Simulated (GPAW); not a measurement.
# Surface energy and work function of Cu(100) from slabs of 4 to 14 layers (RPBE)

How do energy and work function of Cu(100) films settle with thickness, and what surface energy follows?

How it was computed: GPAW 26.7.0, plane waves at 450 eV with PAW setups; symmetric 1×1 slabs cut at the tabulated lattice constant (two decimals; low-temperature values for the alkali metals), atoms at bulk places, 7.5 Å of vacuum on each side, one in-plane mesh for all thicknesses, Fermi-Dirac smearing of 0.1 eV. Energies are extrapolated to zero smearing and count from the program's reference atoms. Functional RPBE. The cell's area is 6.516 Å².

What came out, but for one run:

```tsv
layers	energy (eV)	work function (eV)
4	−11.5292	4.37
5	−14.6664	4.32
6	−17.7878	4.35
7	−20.9105	4.36
8	−24.0355	4.37
9	−27.1532	4.37
10	−30.2831	4.36
11	−33.4050	4.36
12	−36.5292	4.35
14	?	?
```

**Question.** What surface energy do these runs give, and what energy and work function should the 14-layer slab have?

Worked answer. A slab of n layers has E(n) = nε + 2Aγ once its middle is bulk-like. A line through n = 6 to 12 has the slope ε = −3.1236 eV a layer and the intercept 2Aγ = 0.9546 eV (r.m.s. residual 2.0 meV). So γ = 0.9546 / (2 × 6.516 Å²) = 0.0733 eV/Å² = 1.17 J/m², with a standard error of under 0.01 J/m² from the scatter about the line. For 14 layers: 0.9546 + 14 × (−3.1236) = −42.776 eV; the run gives −42.781 eV, 4.7 meV under the line. The work function has no such law: from 6 to 12 layers it moves between 4.35 and 4.37 eV (mean 4.36), and the 14-layer slab gives 4.36 eV. The thinnest slab, 4 layers, lies +0.01 eV from that mean. The measured value for this face is 4.73 eV (“Anisotropic work function of elemental crystals” (2019, arxiv:1902.07811)); the unrelaxed 14-layer slab lies 0.37 eV under it.

**Limits.** The surfaces are unrelaxed, so γ is an upper bound for this functional and lattice constant. The tabulated lattice constant isn't the functional's own, which strains the slab a little.

[Logs are printed without paths, hosts, clocks, repeated set-up lines and the standing remarks that a program may print on its own settings, such as how far it seeks lower states.]
